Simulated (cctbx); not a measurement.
# Si2Sb3As with cctbx, script by script

Library: cctbx 2025.11. The data are simulated by the first script.

## 1. Simulate the data

run.py:

```python
from cctbx import adptbx, crystal, miller, sgtbx, xray
from cctbx.array_family import flex
from iotbx.shelx import hklf
from scitbx import matrix
import scitbx.random

cs = crystal.symmetry(unit_cell=(11.143, 17.047, 3.956, 90, 90, 90), space_group_symbol='Hall: -P 2 2ab')  # Pbam
atoms = [  # label, site, U (iso, or U11 U22 U33 U12 U13 U23 in A^2), occupancy
    ("Sb1", (0.0484, 0.1196, 0), (0.0102, 0.0099, 0.0044, 0.0041, 0.0000, 0.0000), 1),
    ("Sb2", (0.2428, 0.4461, 0.5), (0.0026, 0.0060, 0.0063, 0.0000, 0.0000, 0.0000), 1),
    ("Sb3", (0.1171, 0.3791, 0), (0.0042, 0.0029, 0.0032, 0.0003, 0.0000, 0.0000), 1),
    ("As1", (0.3332, 0.2019, 0.5), (0.0056, 0.0018, 0.0036, 0.0005, 0.0000, 0.0000), 1),
    ("Si1", (0.4129, 0.3457, 0.5), (0.0042, 0.0064, 0.0023, -0.0019, 0.0000, 0.0000), 1),
    ("Si2", (0.2, 0.2318, 0), (0.0067, 0.0077, 0.0094, -0.0035, 0.0000, 0.0000), 1),
]
xs = xray.structure(crystal_symmetry=cs)
for label, site, u, occ in atoms:
    u = adptbx.u_cif_as_u_star(cs.unit_cell(), u) if isinstance(u, tuple) else u
    xs.add_scatterer(xray.scatterer(label, site=site, u=u, occupancy=occ))
xs.set_inelastic_form_factors(1.54184, "sasaki")
xs.show_summary()
p1 = xs.expand_to_p1()
ms = miller.build_set(p1, anomalous_flag=True, d_min=0.83)
flex.set_random_seed(648013)
scitbx.random.set_random_seed(648013)
ms = ms.select(flex.random_double(ms.size()) < 0.5)
i = ms.structure_factors_from_scatterers(p1, algorithm="direct").f_calc().as_intensity_array().data()
i = i * 20000 / flex.max(i)
sig = flex.sqrt(i + flex.pow2(0.015 * i) + 2 ** 2)
noise = scitbx.random.variate(scitbx.random.normal_distribution())(i.size())
data = ms.array(data=i + sig * noise, sigmas=sig).set_observation_type_xray_intensity()
with open("data.hkl", "w") as f:
    data.export_as_shelx_hklf(f)
print("reflections written:", data.size(), " <I/sigma> = %.1f" % flex.mean(data.data() / data.sigmas()))
for h, a, b in list(data.sort("data"))[:12]:
    print("%4d%4d%4d %9.1f %7.1f" % (h + (a, b)))
```

```console
$ python run.py
```

```text
Number of scatterers: 6
At special positions: 6
Unit cell: (11.143, 17.047, 3.956, 90, 90, 90)
Space group: P b a m (No. 55)
reflections written: 2793  <I/sigma> = 15.7
   0   0   2   19908.0   331.7
   0  -8  -1   13502.0   231.4
   0   8   1   13342.1   231.4
   5   6   0    8546.4   157.0
  -5  -6   0    8472.6   157.0
   0   0   4    8382.4   158.5
   7  -2   0    7815.9   142.7
   7   2   0    7691.3   142.7
  -7   2   0    7575.3   142.7
  -5   2   1    7481.7   136.7
   5   2   1    7297.7   136.7
   0  -8  -3    7270.4   139.6
```

It took 0.28 s on 1 thread of Arm Neoverse V2 (shared host), peak memory 0.07 GiB.

## 2. Symmetry

run.py:

```python
from cctbx import crystal, sgtbx, statistics
from cctbx.array_family import flex
from iotbx.shelx import hklf

p1 = crystal.symmetry(unit_cell=(11.143, 17.047, 3.956, 90, 90, 90), space_group_symbol="P 1")
raw = hklf.reader(file_name="data.hkl").as_miller_arrays(crystal_symmetry=p1, anomalous=True)[0]
print(raw.size(), "reflections to d = %.3f A" % raw.d_min())
isig = raw.data() / raw.sigmas()
print("centring   violations  <I/sigma> of those")
best = "P"
for c in "ABCIRF":
    a = raw.customized_copy(space_group_info=sgtbx.space_group_info("Hall: %s 1" % c)).sys_absent_flags().data()
    m = flex.mean(isig.select(a))
    print("%5s %10d of %5d %8.1f" % (c, (isig.select(a) > 4).count(True), a.count(True), m))
    if (isig.select(a) > 4).count(True) < 0.01 * a.count(True):
        best = c
raw = raw.select(~raw.customized_copy(space_group_info=sgtbx.space_group_info("Hall: %s 1" % best)).sys_absent_flags().data())
isig = raw.data() / raw.sigmas()
rows = []
for s in sgtbx.space_group_symbol_iterator():
    g = sgtbx.space_group(s)
    if g.conventional_centring_type_symbol() != best or not g.is_compatible_unit_cell(p1.unit_cell(), 1e-3, 0.02):
        continue
    rows.append((s, g))
print("Laue class    unique    Rint  (classes that these axes allow; Friedel mates merged)")
rint = {}
for s, g in rows:
    laue = g.build_derived_patterson_group()
    key = laue.type().hall_symbol()
    if key not in rint:
        m = raw.customized_copy(space_group_info=laue.info(), anomalous_flag=False).merge_equivalents()
        rint[key] = m.r_int()
        print("%-14s %6d %7.3f" % (laue.type().lookup_symbol(), m.array().size(), m.r_int()))
floor = min(rint.values())
good = [(s, g) for s, g in rows if rint[g.build_derived_patterson_group().type().hall_symbol()] < 2 * floor + 0.03]
top = max(g.build_derived_patterson_group().order_z() for s, g in good)
print("space group    extra absences  I>4sigma  <I/sigma>")
for s, g in good:
    laue = g.build_derived_patterson_group()
    if laue.order_z() != top:
        continue
    a = raw.customized_copy(space_group_info=g.info()).sys_absent_flags().data()
    a &= ~raw.customized_copy(space_group_info=laue.info()).sys_absent_flags().data()
    bad = (isig.select(a) > 4).count(True)
    if bad <= 0.03 * a.count(True):
        print("%-16s %8d %10d %9s  %s" % (s.universal_hermann_mauguin(), a.count(True), bad, "%.1f" % flex.mean(isig.select(a)) if a.count(True) else "-", "centric" if g.is_centric() else "acentric"))
laue = max(good, key=lambda t: t[1].build_derived_patterson_group().order_z())[1].build_derived_patterson_group()
f = raw.customized_copy(space_group_info=laue.info(), anomalous_flag=False).merge_equivalents().array().eliminate_sys_absent().f_sq_as_f()
f.set_observation_type_xray_amplitude()
bins = max(3, min(8, f.size() // 12))
f.setup_binner(n_bins=bins)
w = statistics.wilson_plot(f, {e: n / laue.order_z() for e, n in {'Sb': 12.0, 'As': 4.0, 'Si': 8.0}.items()}, e_statistics=True)
print("Wilson B = %.2f A^2   <|E^2-1|> = %.3f (0.968 centric, 0.736 acentric)   E^2>4: %.1f %%" % (w.wilson_b, w.mean_e_sq_minus_1, w.percent_e_sq_gt_2))
print("shell (A)         n   <I/sigma>")
m = raw.customized_copy(space_group_info=laue.info(), anomalous_flag=False).merge_equivalents().array().eliminate_sys_absent()
for b in m.setup_binner(n_bins=bins).range_used():
    sel = m.binner().selection(b)
    print("%5.2f - %4.2f %6d %8.1f" % (min(m.binner().bin_d_range(b)[0] if m.binner().bin_d_range(b)[0] > 0 else 99, 99), m.binner().bin_d_range(b)[1], sel.count(True), flex.mean((m.data() / m.sigmas()).select(sel))))
```

```console
$ python run.py
```

```text
2793 reflections to d = 0.830 A
centring   violations  <I/sigma> of those
    A       1100 of  1348     15.7
    B       1211 of  1437     16.1
    C       1089 of  1405     15.1
    I       1149 of  1403     15.9
    R       1524 of  1863     15.7
    F       1700 of  2095     15.6
Laue class    unique    Rint  (classes that these axes allow; Friedel mates merged)
P -1             2093   0.019
P 1 2/m 1        1350   0.023
P 1 1 2/m        1430   0.022
P 2/m 1 1        1345   0.022
P m m m           849   0.025
space group    extra absences  I>4sigma  <I/sigma>
P 2 2 2                 0          0         -  acentric
P 21 2 2                5          0      -0.1  acentric
P 2 21 2               10          0      -0.0  acentric
P 21 21 2              15          0      -0.1  acentric
P m m 2                 0          0         -  acentric
P 2 m m                 0          0         -  acentric
P m 2 m                 0          0         -  acentric
P 21 a m               44          0       0.1  acentric
P b 21 m               70          0       0.1  acentric
P m a 2                44          0       0.1  acentric
P b m 2                70          0       0.1  acentric
P b a 2               114          0       0.1  acentric
P m m m                 0          0         -  centric
P b m m                70          0       0.1  centric
P m a m                44          0       0.1  centric
P b a m               114          0       0.1  centric
Wilson B = 0.30 A^2   <|E^2-1|> = 0.935 (0.968 centric, 0.736 acentric)   E^2>4: 4.4 %
shell (A)         n   <I/sigma>
17.05 - 1.66    129     30.7
 1.66 - 1.32     99     25.5
 1.32 - 1.15    114     29.5
 1.15 - 1.05     99     26.4
 1.05 - 0.97     99     23.5
 0.97 - 0.91    107     23.1
 0.91 - 0.87    102     21.5
 0.87 - 0.83    100     21.2
```

Time: 0.38 s.

## 3. Patterson map

run.py:

```python
from cctbx import crystal, maptbx
from iotbx.shelx import hklf

cs = crystal.symmetry(unit_cell=(11.143, 17.047, 3.956, 90, 90, 90), space_group_symbol='Hall: -P 2 2ab')  # Pbam
raw = hklf.reader(file_name="data.hkl").as_miller_arrays(crystal_symmetry=cs, anomalous=True)[0]
merged = raw.eliminate_sys_absent().merge_equivalents()
fo2 = merged.array().set_observation_type_xray_intensity()
f = fo2.average_bijvoet_mates().f_sq_as_f()
pm = f.patterson_map(symmetry_flags=maptbx.use_space_group_symmetry, sharpening=True, resolution_factor=0.25)
peaks = pm.peak_search(parameters=maptbx.peak_search_parameters(min_distance_sym_equiv=0.4, max_clusters=14)).all()
top = peaks.heights()[0]
print("Patterson group", f.patterson_symmetry().space_group_info())
print("      u       v       w   height  length (A)")
for x, h in zip(peaks.sites(), peaks.heights()):
    y = [t - round(t) for t in x]
    print("%7.3f %7.3f %7.3f %8.1f %8.2f" % (x + (1000 * h / top, cs.unit_cell().length(y))))
```

```console
$ python run.py
```

```text
Patterson group P m m m
      u       v       w   height  length (A)
  0.000   0.000   0.000   1000.0     0.00
  0.165   0.500   0.000    327.5     8.72
  0.079   0.252   0.000    321.4     4.39
  0.212   0.177   0.500    305.2     4.31
  0.500   0.257   0.000    291.2     7.09
  0.431   0.000   0.000    278.7     4.80
  0.293   0.073   0.500    277.5     4.02
  0.000   0.500   0.000    262.9     8.52
  0.376   0.322   0.500    227.3     7.19
  0.132   0.430   0.500    207.9     7.73
  0.500   0.106   0.000    189.1     5.85
  0.129   0.066   0.500    163.7     2.69
  0.500   0.394   0.000    162.9     8.72
  0.362   0.178   0.500    153.1     5.42
```

Time: 0.29 s.

## 4. Charge flipping

run.py:

```python
import itertools
from cctbx import crystal, maptbx
from cctbx.array_family import flex
from iotbx.shelx import hklf
from smtbx.ab_initio import charge_flipping as cf

cs = crystal.symmetry(unit_cell=(11.143, 17.047, 3.956, 90, 90, 90), space_group_symbol='Hall: -P 2 2ab')  # Pbam
raw = hklf.reader(file_name="data.hkl").as_miller_arrays(crystal_symmetry=cs, anomalous=True)[0]
merged = raw.eliminate_sys_absent().merge_equivalents()
fo2 = merged.array().set_observation_type_xray_intensity()
f = fo2.average_bijvoet_mates().f_sq_as_f().resolution_filter(d_min=0.9)
p1 = f.expand_to_p1()
p1.setup_binner_counting_sorted(reflections_per_bin=max(40, p1.size() // 12))
work = p1.array(data=p1.data() / p1.amplitude_quasi_normalisations().data())
flex.set_random_seed(45474)
it = cf.weak_reflection_improved_iterator(delta=None, weak_reflection_fraction=0.1)
it.start(work, phases=flex.random_double(p1.size()) * 6.2832, f_000=0)
it.delta = 0.1 * it.rho_map.sigma()
print("cycle      R  skewness")
for n, st in enumerate(itertools.islice(it, 100)):
    if n % 8 == 0:
        print("%5d %6.3f %8.2f" % (n, st.r1_factor(), st.rho_map.skewness()))
rho = p1.phase_transfer(it.f_calc).fft_map().apply_volume_scaling()
polish = cf.low_density_elimination_iterator(constant_rho_c=rho.sigma())
polish.start(f_obs=p1, phases=it.f_calc, f_000=0)
for _ in range(8):
    next(polish)
print("origin shift          correlation  skewness")
maps = []
for fc, shift, cc in itertools.islice(cf.f_calc_symmetrisations(f, polish.f_calc, 0), 4):
    m = f.phase_transfer(fc).fft_map(symmetry_flags=maptbx.use_space_group_symmetry, resolution_factor=0.25).apply_sigma_scaling()
    maps.append((m.skewness(), cc, m))
    print("%6.3f %6.3f %6.3f %10.3f %9.2f" % (tuple(shift) + (cc, m.skewness())))
skew, cc, m = max((t for t in maps if t[1] > maps[0][1] - 0.04), key=lambda t: t[0])
print("taken: symmetry correlation %.3f, skewness %.2f" % (cc, skew))
peaks = m.peak_search(parameters=maptbx.peak_search_parameters(min_distance_sym_equiv=0.9, max_clusters=11)).all()
sps = cs.special_position_settings(min_distance_sym_equiv=0.5)
print("peak      x       y       z  mult  height/sigma")
for k, (x, h) in enumerate(zip(peaks.sites(), peaks.heights())):
    ss = sps.site_symmetry(x)
    print("Q%-3d %7.4f %7.4f %7.4f %4d %8.1f" % ((k + 1,) + tuple(t % 1 for t in ss.exact_site()) + (ss.multiplicity(), h)))
```

```console
$ python run.py
```

```text
cycle      R  skewness
    0  0.661     0.31
    8  0.028     0.89
   16  0.017     0.86
   24  0.019     0.83
   32  0.021     0.79
   40  0.022     0.76
   48  0.022     0.73
   56  0.023     0.70
   64  0.023     0.67
   72  0.024     0.64
   80  0.024     0.61
   88  0.025     0.59
   96  0.025     0.56
origin shift          correlation  skewness
 0.090  0.184  0.286      0.812      1.03
 0.299  0.183  0.283      0.793      0.72
 0.381  0.193  0.282      0.778      0.79
 0.379  0.443  0.284      0.783      0.66
taken: symmetry correlation 0.812, skewness 1.03
peak      x       y       z  mult  height/sigma
Q1    0.1151  0.8194  0.5000    4      6.4
Q2    0.2499  0.3743  0.0000    4      6.2
Q3    0.1734  0.0981  0.0000    4      5.6
Q4    0.0278  0.5779  0.5000    4      4.6
Q5    0.0629  0.3823  0.0000    4      3.4
Q6    0.0446  0.6687  0.5000    4      3.4
Q7    0.1693  0.5040  0.0000    4      3.3
Q8    0.1640  0.9469  0.5000    4      3.3
Q9    0.2252  0.1129  0.2071    8      3.3
Q10   0.0604  0.4462  0.2506    8      3.0
Q11   0.1635  0.5553  0.5000    4      2.9
```

Time: 0.39 s.

This run holds a fault made on purpose: flipping threshold far too low.

## 5. Charge flipping

run.py, as its changes from the last script of this kind:

```diff
@@ -18 +18 @@
-it.delta = 0.1 * it.rho_map.sigma()
+it.delta = 1 * it.rho_map.sigma()
```

```console
$ python run.py
```

```text
cycle      R  skewness
    0  0.609     0.19
    8  0.474     1.32
   16  0.469     1.68
   24  0.485     2.01
   32  0.473     3.02
   40  0.473     3.77
   48  0.494     3.87
   56  0.474     3.72
   64  0.475     3.60
   72  0.489     3.64
   80  0.471     3.65
   88  0.466     3.71
   96  0.492     3.59
origin shift          correlation  skewness
 0.145  0.174  0.244      0.827      1.75
 0.145  0.424  0.241      0.825      1.42
 0.436  0.173  0.242      0.827      1.35
 0.224  0.423  0.244      0.797      1.29
taken: symmetry correlation 0.827, skewness 1.75
peak      x       y       z  mult  height/sigma
Q1    0.1110  0.6113  0.0000    4      9.3
Q2    0.0334  0.8802  0.0000    4      9.0
Q3    0.1684  0.2936  0.5000    4      8.6
Q4    0.1663  0.4686  0.5000    4      7.3
Q5    0.1091  0.0568  0.5000    4      6.3
Q6    0.0596  0.2036  0.5000    4      4.2
Q7    0.0246  0.3680  0.0000    4      4.1
Q8    0.2488  0.0452  0.5000    4      4.0
Q9    0.0010  0.2398  0.0000    4      3.0
Q10   0.0877  0.8051  0.0000    4      2.9
Q11   0.0673  0.7109  0.0000    4      2.7
```

Time: 0.38 s.

## 6. Refinement (model from the peaks)

run.py:

```python
import math
from cctbx import adptbx, crystal, maptbx, sgtbx, xray
from cctbx.array_family import flex
from cctbx.xray import observations
from iotbx.shelx import hklf
from scitbx.lstbx import normal_eqns_solving
from smtbx import absolute_structure, utils
from smtbx.refinement import constraints, least_squares

cs = crystal.symmetry(unit_cell=(11.143, 17.047, 3.956, 90, 90, 90), space_group_symbol='Hall: -P 2 2ab')  # Pbam
atoms = [  # label, site, U (iso, or U11 U22 U33 U12 U13 U23 in A^2), occupancy
    ("As1", (0.111, 0.6113, 0), 0.0200, 1),
    ("Sb1", (0.0334, 0.8802, 0), 0.0200, 1),
    ("Sb2", (0.1684, 0.2936, 0.5), 0.0200, 1),
    ("Sb3", (0.1663, 0.4686, 0.5), 0.0200, 1),
    ("Si1", (0.1091, 0.0568, 0.5), 0.0200, 1),
    ("Si2", (0.0596, 0.2036, 0.5), 0.0200, 1),
]
xs = xray.structure(crystal_symmetry=cs)
for label, site, u, occ in atoms:
    u = adptbx.u_cif_as_u_star(cs.unit_cell(), u) if isinstance(u, tuple) else u
    xs.add_scatterer(xray.scatterer(label, site=site, u=u, occupancy=occ))
xs.set_inelastic_form_factors(1.54184, "sasaki")
raw = hklf.reader(file_name="data.hkl").as_miller_arrays(crystal_symmetry=cs, anomalous=True)[0]
merged = raw.eliminate_sys_absent().merge_equivalents()
fo2 = merged.array().set_observation_type_xray_intensity()
print("Rint %.3f, %d unique reflections to %.2f A" % (merged.r_int(), fo2.size(), fo2.d_min()))
for sc in xs.scatterers():
    sc.flags.set_grad_site(True)
    sc.flags.set_grad_u_aniso(sc.flags.use_u_aniso())
    sc.flags.set_grad_u_iso(sc.flags.use_u_iso())
obs = fo2.as_xray_observations()
extra = {}
rep = constraints.reparametrisation(xs, [], utils.connectivity_table(xs), **extra)
ls = least_squares.crystallographic_ls(obs, rep, weighting_scheme=least_squares.mainstream_shelx_weighting(a=0, b=0))
print("cycle     R1     wR2    GooF  max shift (A)")
for cycle in range(6):
    ls.build_up()
    r1, wr2, goof = ls.r1_factor(cutoff_factor=2)[0], ls.wR2(), ls.goof()
    old = xs.sites_cart()
    normal_eqns_solving.levenberg_marquardt_iterations(ls, n_max_iterations=3, tau=0.0001, step_threshold=1e-7)
    big = flex.max((xs.sites_cart() - old).norms())
    print("%4d %7.4f %7.4f %7.3f %9.5f" % (cycle + 1, r1, wr2, goof, big))
    ls.build_up(objective_only=True)
    if abs(ls.wR2() - wr2) < 5e-5 and big < 5e-4:
        break
ls.build_up()
print("final R1 %.4f wR2 %.4f GooF %.3f  parameters %d  data/parameter %.1f" % (ls.r1_factor(cutoff_factor=2)[0], ls.wR2(), ls.goof(), ls.n_parameters, fo2.size() / ls.n_parameters))
cov = ls.covariance_matrix_and_annotations()
su = dict(zip(cov.annotations, (math.sqrt(max(v, 0)) for v in cov.matrix.matrix_packed_u_diagonal())))
a2 = cs.unit_cell().reciprocal_parameters()[0] ** -2
print("atom        x        y        z      Ueq    occ   su(xyz)  su(Uiso or U11)")
for sc in xs.scatterers():
    s = max(su.get(sc.label + k, 0) for k in (".x", ".y", ".z"))
    npd = "" if sc.is_positive_definite_u(cs.unit_cell()) else "  NPD"
    print("%-5s %8.5f %8.5f %8.5f %8.4f %6.3f %8.5f %7.4f%s" % ((sc.label,) + sc.site + (sc.u_iso_or_equiv(cs.unit_cell()), sc.occupancy, s, su.get(sc.label + ".uiso", su.get(sc.label + ".u11", 0) * a2), npd)))
fo = fo2.f_sq_as_f()
fc = fo.structure_factors_from_scatterers(xs, algorithm="direct").f_calc()
diff = fo.f_obs_minus_f_calc(1 / math.sqrt(ls.scale_factor()), fc).average_bijvoet_mates()
m = diff.fft_map(symmetry_flags=maptbx.use_space_group_symmetry, resolution_factor=0.25).apply_volume_scaling()
print("difference map: max %.2f min %.2f rms %.2f" % (m.statistics().max(), m.statistics().min(), m.statistics().sigma()))
peaks = m.peak_search(parameters=maptbx.peak_search_parameters(min_distance_sym_equiv=0.6, max_clusters=5)).all()
near = xs.closest_distances(peaks.sites(), distance_cutoff=4)
sps = cs.special_position_settings(min_distance_sym_equiv=0.5)
for k, (x, h) in enumerate(zip(peaks.sites(), peaks.heights())):
    ss = sps.site_symmetry(x)
    print("Q%-3d %7.4f %7.4f %7.4f %4d %7.2f  %.2f A from %s" % ((k + 1,) + tuple(t % 1 for t in ss.exact_site()) + (ss.multiplicity(), h, near.smallest_distances[k], xs.scatterers()[near.i_seqs[k]].label)))
```

```console
$ python run.py
```

```text
Rint 0.025, 787 unique reflections to 0.83 A
cycle     R1     wR2    GooF  max shift (A)
   1  0.7651  0.9603  33.847   0.54480
   2  0.6322  0.9001  31.727   0.16512
   3  0.6300  0.8958  31.576   0.08979
   4  0.6272  0.8936  31.495   0.13301
   5  0.6217  0.8920  31.439   0.05607
   6  0.6199  0.8903  31.382   0.03439
final R1 0.6167 wR2 0.8880 GooF 31.301  parameters 18  data/parameter 43.7
atom        x        y        z      Ueq    occ   su(xyz)  su(Uiso or U11)
As1    0.12227  0.63061  0.00000   0.0001  1.000  0.00289  0.0073
Sb1    0.03973  0.87329  0.00000   0.0001  1.000  0.00169  0.0049
Sb2    0.17114  0.30032  0.50000   0.0001  1.000  0.00188  0.0055
Sb3    0.18224  0.47921  0.50000   0.1107  1.000  0.00691  0.0289
Si1    0.08593  0.05007  0.50000   0.0001  1.000  0.00795  0.0166
Si2   -0.02488  0.21120  0.50000   0.0081  1.000  0.00879  0.0183
difference map: max 207.64 min -67.42 rms 13.42
Q1    0.0421  0.8747  0.0000    4  211.27  0.04 A from Sb1
Q2    0.1681  0.3029  0.5000    4  210.63  0.06 A from Sb2
Q3    0.0273  0.3708  0.0000    4  101.76  1.67 A from As1
Q4    0.1023  0.5581  0.5000    4   97.47  1.61 A from Sb3
Q5    0.1202  0.6239  0.0000    4   86.76  0.12 A from As1
```

Run time: 0.59 s on 1 thread of Arm Neoverse V2, with other jobs on the host, peak memory 0.09 GiB.

Figures of merit this high mean that the model is still wrong or incomplete.

[Logs are printed without paths, hosts, clocks, repeated set-up lines and the standing remarks that a program may print on its own settings, such as how far it seeks lower states.]
